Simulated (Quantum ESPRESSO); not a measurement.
## Magnetic state of InCo3N from several starts: start 1: ferro +++

Quantum ESPRESSO 7.5; PBEsol; plane waves with GBRV 1.5 PBEsol potentials, no spin-orbit coupling.

The signs are those of the starting moments on the seeded atoms, the atoms that are given a moment.

pw.in

```
&CONTROL
  calculation = 'scf'
  prefix = 'pwscf'
  outdir = './tmp'
  pseudo_dir = './pseudo'
  disk_io = 'nowf'
/
&SYSTEM
  ibrav = 0
  celldm(1) = 8
  nat = 5
  ntyp = 3
  ecutwfc = 40
  ecutrho = 280
  nbnd = 48
  occupations = 'smearing'
  smearing = 'fd'
  degauss = 0.00734986
  nspin = 2
  starting_magnetization(1) = 0
  starting_magnetization(2) = 0.1176
  starting_magnetization(3) = 0
/
&ELECTRONS
  conv_thr = 1d-08
  electron_maxstep = 150
  mixing_beta = 0.3
/
ATOMIC_SPECIES
In    114.8180 in_pbesol_v1.4.uspp.F.UPF
Co     58.9332 co_pbesol_v1.2.uspp.F.UPF
N      14.0070 n_pbesol_v1.2.uspp.F.UPF
CELL_PARAMETERS alat
   0.9040216863670    0.0000000000000    0.0000000000000
   0.0000000000000    0.9040216863670    0.0000000000000
   0.0000000000000    0.0000000000000    0.9040216863670
ATOMIC_POSITIONS crystal
In      0.0000000000    0.0000000000    0.0000000000
Co      0.5000000000    0.5000000000    0.0000000000
Co      0.5000000000    0.0000000000    0.5000000000
Co      0.0000000000    0.5000000000    0.5000000000
N       0.5000000000    0.5000000000    0.5000000000
K_POINTS automatic
8 8 8 0 0 0
```

Started as:

```
$ OMP_NUM_THREADS=1 mpirun -n 2 pw.x -nk 2 -in pw.in > pw.out
```

**Question.** What does this run give for the spin moment in the atom's sphere?

The site moments add up to 2.58 μB, near the cell's 2.60 μB; the rest lies between the atoms. Symmetry leaves 3 kinds of site among the 5 atoms, and equivalent atoms carry values of equal size.

Spin density in the ac plane at fractional y = 0.500, with atoms of Co and N within 0.2 Å of it.

Valence density in the ac plane at fractional y = 0.500, with atoms of Co and N within 0.2 Å of it. It is the smooth field of the valence electrons, not physical close to the nuclei.

Spin moment in the atom's sphere by atom:

```
atom  spin moment in the atom's sphere (μB)
 In1                                 -0.041
 Co2                                  0.848
 Co3                                  0.848
 Co4                                  0.848
  N5                                  0.076
```

This step gave:

| Item | Value |
| --- | --- |
| magnetization | 2.605 μB |
| absolute magnetization | 2.942 μB |
| final state | ferromagnetic |

Ten even steps from '_' (0.0 e/Å³) to '@' (2.9 e/Å³), each cell a mean:
```
__________..==++--__________
____________________________
____________________________
____________________________
....______________________..
##--____________________..++
@@==______________________++
--::______________________::
____________________________
____________________________
____________________________
__________..----::__________
__________..**@@==..________
```
Columns run along a (3.8 Å), rows up along c (3.8 Å). Atoms in or near the plane, at fractional coordinates: Co at (0.50, 0.00), Co at (0.00, 0.50), N at (0.50, 0.50).

Ten steps, logarithmic in the rise over the least value, from '_' (0 e/Å³) to '@' (43 e/Å³), each cell a mean:
```
________::++%%@@##==..______
________..--++**++::..______
__________..::::....________
::::..____..::::::..____..::
**++::....::------::....--++
@@%%==::::--======--::::++%%
@@%%++::::--======--::::**@@
##**--....--====--::..::==##
==--..__....::::::......::--
..________....::....______..
________..::--==--..________
________::++##%%##==..______
________::**@@@@%%++..______
```
Columns run along a (3.8 Å), rows up along c (3.8 Å). Atoms in or near the plane, at fractional coordinates: Co at (0.50, 0.00), Co at (0.00, 0.50), N at (0.50, 0.50).

[Logs and program files are shortened in this print: banners, set-up blocks, solver, clock and traceback lines can be left out without a mark of their own.]

[Logs are printed without paths, hosts, clocks, repeated set-up lines and the standing remarks that a program may print on its own settings, such as how far it seeks lower states.]

[Hosts, paths, dates, database ids (printed as entryN), source tags and the programs' standing remarks are cut or masked in the printed files.]

[Where a cell is said to come from a database of computed structures, the database is the Materials Project.]
